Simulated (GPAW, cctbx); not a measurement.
# Bonding in Si2Bi3Te3Pb as X-rays see it

Question: by how much does bonding change the X-ray structure factors of Si2Bi3Te3Pb, how firmly does DFT give the change, and what does a routine refinement make of it?

The cell comes from substitution in a known structure type and wasn't matched to any measured phase. All numbers below are calculated.

### 1. Find the equilibrium geometry

The density hangs on the geometry, so cell and atoms are relaxed first, with the symmetry held. The cutoff is set higher than for the density because stress converges slowly with plane waves.

Settings: GPAW 26.7.0, PBE, 570 eV, 5×3×3 k-points (along the axes of the calculation cell), Fermi–Dirac width 0.1 eV, BFGS to 0.03 eV/Å.

```text
cell
1.0
     0.000000000    0.000000000    4.063000000
     8.280000000    0.000000000    0.000000000
    -4.140000000    7.170690343    0.000000000
Bi Pb Te Si
3 1 3 2
Direct
0.500000000 0.595000000 0.595000000
0.500000000 0.000000000 0.405000000
0.500000000 0.405000000 0.000000000
0.500000000 0.000000000 0.000000000
0.000000000 0.255800000 0.255800000
0.000000000 0.000000000 0.744200000
0.000000000 0.744200000 0.000000000
0.000000000 0.666666667 0.333333333
0.000000000 0.333333333 0.666666667
```

```console
$ OMP_NUM_THREADS=1 mpirun -n 4 gpaw python run.py > gpaw.log
```

```text
BFGS:    0      -34.016099        2.417313
BFGS:    1      -34.313160        2.111208
BFGS:    2      -35.172592        0.871986
BFGS:    3      -35.393274        0.493046
...
BFGS:   13      -35.647508        0.259861
BFGS:   14      -35.669871        0.114875
BFGS:   15      -35.674615        0.025545
cell  3.8756 8.7422 8.7422  120.00 90.00 90.00
volume 256.516 A^3, largest force 0.022 eV/A, largest stress 0.14 GPa
```

After 15 steps the volume has changed by +6.3 % and the energy by -1.659 eV; the largest stress left is 0.14 GPa. It took 6.4 min on 4 cores of Arm Neoverse V2 (shared host), peak memory 1.5 GiB.

Relaxed structure: P-62m (no. 189), a = 8.7422 Å, b = 8.7422 Å, c = 3.8756 Å, α = 90.00°, β = 90.00°, γ = 120.00°.

| atom | mult. | x | y | z |
| --- | --- | --- | --- | --- |
| Bi1 | 3 | 0.5807 | 0.5807 | 1/2 |
| Pb1 | 1 | 0 | 0 | 1/2 |
| Te1 | 3 | 0.2996 | 0.2996 | 0 |
| Si1 | 2 | 2/3 | 1/3 | 0 |

### 2. The all-electron density

X-rays see the whole electron density, so the PAW density is rebuilt with its core regions. Subtracting spherical free atoms from the same code cancels the cores and leaves the deformation density Δρ, the part due to bonding.

Settings: PBE, 450 eV, 6×3×3 k-points (along the axes of the calculation cell), Fermi–Dirac width 0.1 eV; primitive cell of 9 atoms.

```console
$ OMP_NUM_THREADS=1 mpirun -n 4 gpaw python run.py > gpaw.log
```

```text
|iter:   1|       0s |  -35.631678 | -0.16 |       |
|iter:   2|       2s |  -35.611249 | -1.68 | -1.52 |
|iter:   3|       3s |  -35.480351 | -2.46 | -1.57 |
...
|iter:   9|      14s |  -35.462976c| -6.67 | -4.10c|
|iter:  10|      16s |  -35.462976c| -7.29 | -4.66c|
|iter:  11|      17s |  -35.462976c| -7.75c| -5.10c|
```

```text
grid (40, 90, 90)  electrons 515.000  moved by bonding 0.939 e
deformation density beyond 0.5 A of the nuclei: max 0.033, min -0.048 e/A^3
atom        x       y       z   Voronoi charge  moment
Bi1    0.5000  0.5807  0.5807      0.123       0.00
Bi2    0.5000  0.0000  0.4193      0.123       0.00
Bi3    0.5000  0.4193  0.0000      0.123       0.00
Pb4    0.5000  0.0000  0.0000      0.050       0.00
Te5    0.0000  0.2996  0.2996     -0.075       0.00
Te6    0.0000  0.0000  0.7004     -0.075       0.00
Te7    0.0000  0.7004  0.0000     -0.075       0.00
Si8    0.0000  0.6667  0.3333     -0.098       0.00
Si9    0.0000  0.3333  0.6667     -0.098       0.00
mean inner potential of superposed free atoms 18.253 V
total magnetic moment 0.000 muB
```

Deformation density in a plane through the shortest contact of the Te atom at the origin, in 0.01 e/Å³ (clipped at ±99); x from -1.6 to 4.7 Å, y from 2.4 down to -2.4 Å:

```text
 -2  -2  -2  -1   0   0   0   0   0   0   0   1   0   0   .   .
 -1  -2  -1   0   1   0   0   0   0   0   1   1   1   0  -2  -3
  0   1   1   2   1   0   0   0   0   0   1   1   2   2   0  -2
  1   1   2   1  -1  -1   0   0   0   0   0   0   1   2   1   0
  1   1   1  -1  -3  -4  -1   0   1   0  -1  -2  -1   0   1   1
  0   0   0  -1   .  -3  -2   1   1  -1  -2   .  -2  -1   0   1
  0   0  -1   .   .  -1  -1   1   2  -1  -1   .   .  -2   0   0
  0  -1  -1  -1   .  -1   0   2   1  -1  -2   .  -2  -2   0   1
  0   0  -1  -1  -1   0   1   1   1   0  -1  -2  -1   0   1   1
  0   0   0   0  -1   0   1   1   1   0   0   0   1   2   2   1
  0   0   0   0   0   0   0   0   0   0   0   1   1   1   1   1
  0   0   0   0   0   0   0   0   0   0   0   0   0  -2  -2  -1
  0   0   0   0   0   0   0   0   0   0   0   0  -1  -4   .   .
```

Atoms in or within 0.15 Å of the plane: Te (0.0, 0.0), Si (3.1, 0.0) Å. Dots mark points within about 0.45 Å of a nucleus; large values next to them are atomic features.

Si gains most (-0.10 e) and Bi loses most (+0.12 e), which isn't the order of electronegativity: valence and coordination count too, and Voronoi cells cut space at the midplane whatever the atoms' sizes. Such charges fall far short of formal ones, since overlapping free atoms already put density on their neighbours. Along the shortest contact from the Te atom at the map's origin, Te–Si at 3.07 Å, Δρ is +0.02 e/Å³ at the midpoint: little piles up between the atoms. At the midpoints of other shortest contacts it is +0.03 (Bi–Te, 3.13 Å) and +0.02 (Pb–Te, 3.26 Å) e/Å³. Point values carry grid noise of about 0.01 e/Å³. The run needed 11 iterations, 26 s.

### 3. From the density to structure factors

The Fourier components of Δρ, added to those of the free atoms, give the static X-ray structure factors; the Mott–Bethe relation turns them into the Fourier components V of the potential that fast electrons feel.

```text
static structure factors of the conventional cell: F in electrons, V (Mott-Bethe) in volts
   h  k  l      d  |F| table  |F| free   |F| DFT   change   |V| free  |V| DFT  change %
   1  0  0  7.5710    25.787    25.747    25.687   -0.060     0.291    0.352     21.0
   1  1  0  4.3711    65.921    65.860    65.670   -0.190     1.343    1.368      1.9
   0  0  1  3.8756   142.269   141.923   141.668   -0.255     1.363    1.431      5.0
   2  0  0  3.7855   191.084   190.879   190.716   -0.163     3.921    3.963      1.1
   1  0  1  3.4499    11.507    11.503    11.496   -0.007     0.482    0.484      0.3
   1  1  1  2.8999   241.115   241.126   241.087   -0.039     6.109    6.115      0.1
   2  1  0  2.8616   141.413   141.388   141.390    0.003     3.374    3.374      0.0
   2  0  1  2.7080   254.312   254.253   254.122   -0.132     5.880    5.897      0.3
   3  0  0  2.5237   261.438   261.495   261.240   -0.255     6.715    6.744      0.4
   2  1  1  2.3021    83.466    83.434    83.412   -0.022     1.751    1.755      0.2
   2  2  0  2.1855    80.902    80.885    80.736   -0.148     1.913    1.924      0.6
   3  0  1  2.1148     6.207     6.099     6.326    0.226     1.029    1.048      1.8
   3  1  0  2.0998   183.128   183.097   182.992   -0.105     3.566    3.575      0.2
   0  0  2  1.9378   393.939   393.936   393.559   -0.378     8.123    8.148      0.3
```

The largest X-ray change is -0.38 e on 002, 0.1 % of |F|. For electrons V goes as (Z − F)/g², so a change of F counts against Z − F, which is small at low angle and wherever the atoms' terms cancel: |V| of 100 moves by +21.0 % (0.29 to 0.35 V) against -0.2 % in |F|. The last three rows still change by up to 0.38 e; the table stops while the angles are still low. The tabulated Hartree–Fock atoms differ from the free DFT atoms by up to 0.35 e, so the choice of reference atom matters too.

### 4. The functional ladder

The same geometry is run with other functionals, to see whether the bonding signal is larger than the spread between approximations. Free atoms are LDA for LDA and PBE otherwise. Any other changed setting is in the row's label.

| run | ΔF 001 (e) | ΔF 300 (e) | ΔF 301 (e) | q(Si) (e) | moved (e) | time |
| --- | --- | --- | --- | --- | --- | --- |
| PBE | -0.255 | -0.255 | +0.226 | -0.098 | 0.939 | 26 s |
| LDA | -0.218 | -0.265 | +0.199 | -0.078 | 0.889 | 25 s |
| RPBE | -0.264 | -0.263 | +0.258 | -0.108 | 1.039 | 26 s |

At the base's settings ΔF(001) spans -0.264 to -0.218 e, a spread of 18 % of the PBE value; over the three listed reflections the spread is at most 26 %, so the sign holds and the size hangs on the functional. Times are from shared hosts.

### 5. What a spherical-atom refinement makes of it

Routine crystallography fits spherical atoms. To see the bias, intensities are simulated from tabulated atoms plus the DFT change ΔF, so that bonding alone can misfit (8600 reflections of the full sphere, merged to the counts below, to 0.5 Å, 0.5 % proportional noise plus counting noise, assumed isotropic U as listed, Δρ smeared by the mean U) and refined with cctbx over different ranges.

```
                    range  data      R1  GooF  U Bi1 (true 0.0068)  U Pb1 (true 0.0068)  U Te1 (true 0.0082)  U Si1 (true 0.0128)  largest shift (Å)  Δρ max, min (e/Å³)
                 all data   846  0.0034  0.94               0.0068               0.0068               0.0082               0.0128             0.0001         0.39, -0.43
 low resolution, d > 0.84   199  0.0022  0.90               0.0068               0.0068               0.0083               0.0127             0.0005         0.24, -0.11
     high order, d < 0.75   575  0.0043  0.95               0.0068               0.0068               0.0082               0.0128             0.0001         0.35, -0.32
occupancies free, d > 0.7   331  0.0025  0.92               0.0068               0.0068               0.0082               0.0129             0.0002         0.20, -0.19
```

With all data GooF is 0.94, so at this noise the bonding hardly shows; the top residual peak lies 1.94 Å from Pb and 1.94 Å from Pb. No U is off by more than 3 s.u. at low resolution. With Bi1 held at 1 and the scale free, the other occupancies refine to Pb1 0.999(0.001), Te1 0.999(0.001) and Si1 1.002(0.005), within three s.u. of full.

### 6. Answer

Bonding moves 0.94 e in the primitive cell of Si2Bi3Te3Pb and changes the structure factors of the conventional cell in the table above by at most 0.38 e (002, 0.1 %), and among reflections above 2 % of the strongest by up to 0.3 % (110). The shortest bond, Te–Si, has Δρ = +0.02 e/Å³ at its midpoint. At the base's settings ΔF(001) spans -0.264 to -0.218 e, a spread of 18 % of the PBE value; over the three listed reflections the spread is at most 26 %, so the sign holds and the size hangs on the functional. With all data GooF is 0.94, so at this noise the bonding hardly shows. Limits: static density, frozen cores, no spin–orbit coupling.

[Outputs are excerpts: Python notices, other lines and further rows are left out; steps that failed or that the build refused (PBEsol, TPSS) are not shown.]

[Logs are printed without paths, hosts, clocks, repeated set-up lines and the standing remarks that a program may print on its own settings, such as how far it seeks lower states.]
